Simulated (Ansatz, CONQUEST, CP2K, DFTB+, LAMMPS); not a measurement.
**Running liquid K(F,Br) at 1200 K (94 atoms) with CP2K**

Wanted: CP2K inputs and outputs for liquid K(F,Br) at 1200 K (94 atoms), checked against a plane-wave reference.

Program: CP2K 2026.2. Level of theory: the method is named at each step. Results are calculated unless marked as measured.

### Step 1. The starting structure

The cell holds 94 atoms: 47 K, 18 F and 29 Br. Its edges and angles: a = 15.650 Å, b = 15.650 Å, c = 15.650 Å, α = 90.0°, β = 90.0°, γ = 90.0°. 94 atoms (47 K, 18 F, 29 Br) placed at random at 1.95 g/cm³, melted at 1800 K for 10 ps at fixed volume with the Lennard-Jones and Coulomb ion parameters for SPC/E (Joung and Cheatham, J. Phys. Chem. B 112, 9020 (2008)), full charges. Snapshot at the end of a hold of 20 ps at 1200 K and fixed volume.

The yardstick, on the same geometry:

* method: Kohn-Sham DFT, PBE, PAW, plane waves (Ansatz 0.2.0); cutoff 420 eV, Γ point, fermi-dirac smearing of 0.05 eV; PAW set soft_2
* r.m.s. force component: 0.2821 eV/Å
* longest force: 1.368 eV/Å
* pressure: -0.4619 GPa
* gap (highest filled to lowest empty level): 3.075 eV
* SCF cycles: 9
* time: 47 s on 4 threads of Intel Xeon Platinum 8259CL at 2.50GHz (Skylake/Cascade Lake), shared host
* CPU time: 3 min

### Step 2. PBE, DZVP-MOLOPT-SR, 600/50 Ry, OT DIIS

Method: Kohn-Sham DFT, PBE, GTH-PBE pseudopotentials, Gaussian and plane waves, DZVP-MOLOPT-SR-GTH, orbital transformation.

File input.inp:

```
&GLOBAL
  PROJECT cell
  RUN_TYPE ENERGY_FORCE
  PRINT_LEVEL LOW
&END GLOBAL
&FORCE_EVAL
  METHOD QS
  STRESS_TENSOR ANALYTICAL
  &DFT
    BASIS_SET_FILE_NAME BASIS_MOLOPT
    POTENTIAL_FILE_NAME GTH_POTENTIALS
    &MGRID
      CUTOFF 600
      REL_CUTOFF 50
      NGRIDS 5
    &END MGRID
    &QS
      EPS_DEFAULT 1.0E-12
    &END QS
    &SCF
      SCF_GUESS ATOMIC
      EPS_SCF 1.0E-06
      MAX_SCF 30
      &OT
        MINIMIZER DIIS
        PRECONDITIONER FULL_ALL
        ENERGY_GAP 0.001
      &END OT
      &OUTER_SCF
        EPS_SCF 1.0E-06
        MAX_SCF 8
      &END OUTER_SCF
      &PRINT
        &RESTART OFF
        &END RESTART
      &END PRINT
    &END SCF
    &XC
      &XC_FUNCTIONAL PBE
      &END XC_FUNCTIONAL
    &END XC
    &PRINT
      &MULLIKEN ON
      &END MULLIKEN
      &HIRSHFELD ON
        SHAPE_FUNCTION DENSITY
      &END HIRSHFELD
      &MO_CUBES
        NHOMO 1
        NLUMO 4
        WRITE_CUBE F
      &END MO_CUBES
    &END PRINT
  &END DFT
  &SUBSYS
    &CELL
      A 15.65030 0.00000 0.00000
      B 0.00000 15.65030 0.00000
      C 0.00000 0.00000 15.65030
    &END CELL
    &COORD
      SCALED
      K 0.17642 0.02124 0.51204
      K 0.78268 0.45463 0.17486
      K 0.25339 0.20338 0.60339
      K 0.97163 0.32418 0.90886
      K 0.17853 0.01679 0.29750
      K 0.44699 0.97509 0.73018
      K 0.41824 0.12288 0.44381
      K 0.74866 0.59984 0.68442
      K 0.73158 0.07451 0.53890
      K 0.30151 0.18753 0.08609
      K 0.72243 0.04640 0.77023
      K 0.78628 0.15135 0.18230
      K 0.43816 0.61878 0.71682
      K 0.19631 0.80601 0.01747
      K 0.05073 0.07577 0.03660
      K 0.81839 0.98714 0.33643
      K 0.78290 0.38745 0.73021
      K 0.33753 0.63913 0.33811
      K 0.92428 0.63301 0.96846
      K 0.61864 0.58585 0.89568
      K 0.55562 0.47760 0.21664
      K 0.72642 0.57485 0.37347
      K 0.27083 0.44714 0.51807
      K 0.56683 0.23211 0.02303
      K 0.11495 0.22859 0.31880
      K 0.92257 0.96288 0.55049
      K 0.21504 0.04245 0.78579
      K 0.59379 0.28780 0.32595
      K 0.11735 0.74091 0.65848
      K 0.30170 0.49731 0.95710
      K 0.65350 0.80293 0.47111
      K 0.20353 0.32224 0.83512
      K 0.99972 0.15461 0.73191
      K 0.81576 0.29681 0.41248
      K 0.94770 0.66371 0.40722
      K 0.69776 0.75220 0.22672
      K 0.32772 0.29926 0.32223
      K 0.92075 0.80804 0.14882
      K 0.43304 0.97867 0.26785
      K 0.93750 0.92442 0.79713
      K 0.32426 0.90611 0.55687
      K 0.52268 0.34210 0.81667
      K 0.01274 0.39213 0.62396
      K 0.45146 0.76976 0.93312
      K 0.51947 0.43330 0.57469
      K 0.72538 0.94148 0.97630
      K 0.07274 0.43215 0.18957
      F 0.15660 0.12690 0.15127
      F 0.63832 0.31069 0.16917
      F 0.65646 0.42071 0.38880
      F 0.93228 0.33554 0.75982
      F 0.29887 0.03432 0.64803
      F 0.78010 0.92353 0.48140
      F 0.76966 0.14185 0.37538
      F 0.79032 0.71961 0.40001
      F 0.85672 0.02260 0.67342
[... 34 atom lines left out ...]
      Br 0.00111 0.12309 0.47360
      Br 0.12738 0.82020 0.45602
      Br 0.59106 0.67167 0.59963
      Br 0.52769 0.75710 0.30640
    &END COORD
    &KIND K
      BASIS_SET DZVP-MOLOPT-SR-GTH-q9
      POTENTIAL GTH-PBE-q9
    &END KIND
    &KIND F
      BASIS_SET DZVP-MOLOPT-SR-GTH-q7
      POTENTIAL GTH-PBE-q7
    &END KIND
    &KIND Br
      BASIS_SET DZVP-MOLOPT-SR-GTH-q7
      POTENTIAL GTH-PBE-q7
    &END KIND
  &END SUBSYS
  &PRINT
    &FORCES ON
    &END FORCES
    &STRESS_TENSOR ON
    &END STRESS_TENSOR
  &END PRINT
&END FORCE_EVAL
```

Command:

```
$ OMP_NUM_THREADS=1 cp2k.psmp -i input.inp > output.txt
```

Numbers of over 12 decimals in the logs are rounded to 6 here.

What it wrote:

```text
CP2K| version string:                                       CP2K version 2026.2
 CP2K| Input file name                                                 input.inp
 GLOBAL| Basis set file name                                        BASIS_MOLOPT
 GLOBAL| Potential file name                                      GTH_POTENTIALS
 GLOBAL| Run type                                                   ENERGY_FORCE
 GLOBAL| Total number of message passing processes                             1
 GLOBAL| Number of threads for this process                                    1
 TOTAL NUMBERS AND MAXIMUM NUMBERS
  Total number of            - Atomic kinds:                                   3
                             - Atoms:                                         94
                             - Shell sets:                                    94
                             - Shells:                                       517
                             - Primitive Cartesian functions:                488
                             - Cartesian basis functions:                   1363
                             - Spherical basis functions:                   1269
  Maximum angular momentum of- Orbital basis functions:                        2
                             - Local part of the GTH pseudopotential:          2
                             - Non-local part of the GTH pseudopotential:      4
 SCF PARAMETERS         Density guess:                                    ATOMIC
                        max_scf:                                              30
                        eps_scf:                                        1.00E-06
                        Outer loop SCF in use
                        eps_scf                                         1.00E-06
                        max_scf                                                8
 Extrapolation method: initial_guess
 Number of electrons:                                                        752
[... lines left out ...]
  Step     Update method      Time    Convergence         Total energy    Change
[... lines left out ...]
  Total energy:                                             -2158.606439
[... lines left out ...]
                                         using   7 DIIS vectors
                                         safer DIIS on
  Preconditioner : FULL_ALL            : diagonalization, state selective
  Precond_solver : DEFAULT
  stepsize       :    0.15000000                  energy_gap     :    0.00100000
  eps_taylor     :   0.10000E-15                  max_taylor     :             4
  ----------------------------------- OT ---------------------------------------
  Step     Update method      Time    Convergence         Total energy    Change
[...]
8 OT DIIS     0.15E+00   29.3     0.00000141     -2158.8138501745 -1.38E-07
     9 OT DIIS     0.15E+00   29.9     0.00000021     -2158.8138502157 -4.11E-08
  *** SCF run converged in     9 steps ***
  Electronic density on regular grids:       -752.0000000001       -0.0000000001
  Core density on regular grids:              751.9999999994       -0.0000000006
  Total charge density on r-space grids:       -0.0000000007
  Total charge density g-space grids:          -0.0000000007
  Overlap energy of the core charge distribution:               0.000000
  Self energy of the core charge distribution:              -4644.174368
  Core Hamiltonian energy:                                   1140.870990
  Hartree energy:                                            1710.875317
  Exchange-correlation energy:                               -366.385789
  Total energy:                                             -2158.813850
  outer SCF iter =    2 RMS gradient =   0.21E-06 energy =      -2158.8138502157
  outer SCF loop converged in   2 iterations or   39 steps
 !-----------------------------------------------------------------------------!
                     Mulliken Population Analysis
 #  Atom  Element  Kind  Atomic population                           Net charge
       1     K        1          8.452227                              0.547773
       2     K        1          8.367399                              0.632601
       3     K        1          8.298890                              0.701110
[...]
93     Br       3          7.583028                             -0.583028
      94     Br       3          7.623612                             -0.623612
 # Total charge                            752.000000                 -0.000000
 !-----------------------------------------------------------------------------!
 !-----------------------------------------------------------------------------!
                           Hirshfeld Charges
  #Atom  Element  Kind  Ref Charge     Population                    Net charge
      1       K      1       9.000          8.695                         0.305
      2       K      1       9.000          8.648                         0.352
      3       K      1       9.000          8.624                         0.376
[...]
93       Br     3       7.000          7.299                        -0.299
     94       Br     3       7.000          7.322                        -0.322
  Total Charge                                                           -0.000
 !-----------------------------------------------------------------------------!
  Eigenvalues of the occupied subspace spin            1
      -1.15439858     -1.12217961     -1.12162081     -1.12156646
      -1.11911045     -1.11874237     -1.11791524     -1.11735292
      -1.11435165     -1.11363597     -1.11291535     -1.11241637
[...]
-0.02665368     -0.02564649     -0.02358029     -0.02133640
 Fermi Energy [eV] :   -0.580593
  Using OT eigensolver for additional unoccupied orbitals spin            1
  Lowest Eigenvalues of the unoccupied subspace spin            1
 OT| Eigensolver reached convergence in 163 iterations
       0.09037626      0.11429188      0.12111332      0.12624451
 HOMO - LUMO gap [eV] :    3.039856
 ENERGY| Total FORCE_EVAL ( QS ) energy [hartree]          -2158.813850
 FORCES| Atomic forces [hartree/bohr]
 FORCES|   Atom     x               y               z               |f|
 FORCES|      1 -9.69989648E-04  1.09428970E-02 -7.73511323E-03   1.34357677E-02
 FORCES|      2 -2.99459126E-03  8.84790338E-04 -7.66559120E-03   8.27718063E-03
 FORCES|      3  7.79224231E-03  1.01489146E-02 -3.46894471E-03   1.32571899E-02
[...]
FORCES|     93 -4.21989788E-03 -5.43801278E-03  1.05626513E-03   6.96385074E-03
 FORCES|     94 -1.24154157E-02  5.29022975E-04  4.56999407E-03   1.32403647E-02
 FORCES| Sum     7.31298396E-03  1.91327685E-02  4.34207515E-03
 FORCES| Total atomic force                                       2.09379126E-02
 STRESS| Analytical stress tensor [bar]
 STRESS|                        x                   y                   z
 STRESS|      x       -2.13858855064E+03  -1.06783560094E+03  -3.78127008482E+02
 STRESS|      y       -1.06783560094E+03  -5.44146496434E+03   5.75673446212E+01
 STRESS|      z       -3.78127008482E+02   5.75673446212E+01  -3.65251739434E+03
 STRESS| 1/3 Trace                                            -3.74419030310E+03
```

It took 21 min on 1 thread of Intel Xeon Platinum 8259CL at 2.50GHz (Skylake/Cascade Lake), shared host; peak memory 4.6 GiB.

Banners, paths, timers and routine set-up lines are dropped from the logs unmarked, and long logs keep their key lines alone; longer cuts are marked.

Numbers from this run, and their distance from the reference:

| Property | Result |
| --- | --- |
| r.m.s. force component | 0.312 eV/Å |
| r.m.s. difference of force components | 63.47 meV/Å |
| longest difference of force vectors | 314.2 meV/Å |
| force difference over r.m.s. force | 22.5 % |
| slope of forces against the reference's | 1.086 |
| correlation of force components | 0.9823 |
| gap (highest filled to lowest empty level) | 3.04 eV |
| gap difference | -0.0353 eV |
| pressure | -0.3744 GPa |
| pressure difference | 0.0875 GPa |

Length of the force difference by element (eV/Å):

```csv
element,atoms,mean,most
Br,29,0.032,0.072
F,18,0.23,0.31
K,47,0.042,0.091
```

Local excerpt of 10 atoms (numbers count through the whole input) about K20, whose charge lies farthest from its element's mean; x, y, z are measured from there.

```csv
atom,x,y,z,distance (Å),Hirshfeld charge (e),Fx,Fy,Fz (eV/Å)
K20,0.00,0.00,0.00,0.00,0.51,-0.24,-0.06,-0.04
F59,-2.71,0.22,-0.06,2.71,-0.47,0.51,0.45,-0.08
F63,0.10,-2.02,-2.67,3.35,-0.45,-0.17,0.37,0.45
K8,2.03,0.22,-3.31,3.89,0.31,-0.16,0.26,0.12
K44,-2.62,2.88,0.59,3.93,0.39,-0.13,-0.11,0.23
K13,-2.82,0.52,-2.80,4.01,0.31,-0.05,-0.06,0.47
Br81,2.53,-3.15,0.63,4.08,-0.32,-0.44,0.41,0.32
Br75,-0.04,4.01,-0.86,4.10,-0.32,-0.04,-0.04,-0.15
Br78,2.30,2.65,2.39,4.24,-0.30,-0.12,-0.47,-0.82
K42,-1.50,-3.81,-1.24,4.28,0.35,0.57,-0.21,-0.22
```

Forces lie 22 % from the reference's, at 6.9 times its CPU time (on 1 against 4 cores).

The difference per atom is largest on F (0.23 eV/Å on average, against 0.042 on K). The forces add up to 1.1 eV/Å instead of zero, usually a sign of too coarse a grid.

(Part 1 of 2 ends here.)

[Also dropped from logs without a mark: logging warnings of Python, and SIESTA's first energy breakdown and zero terms.]

[Logs are printed without paths, hosts, clocks, repeated set-up lines and the standing remarks that a program may print on its own settings, such as how far it seeks lower states.]

[Hosts, paths, dates, database ids (printed as entryN), source tags and the programs' standing remarks are cut or masked in the printed files.]
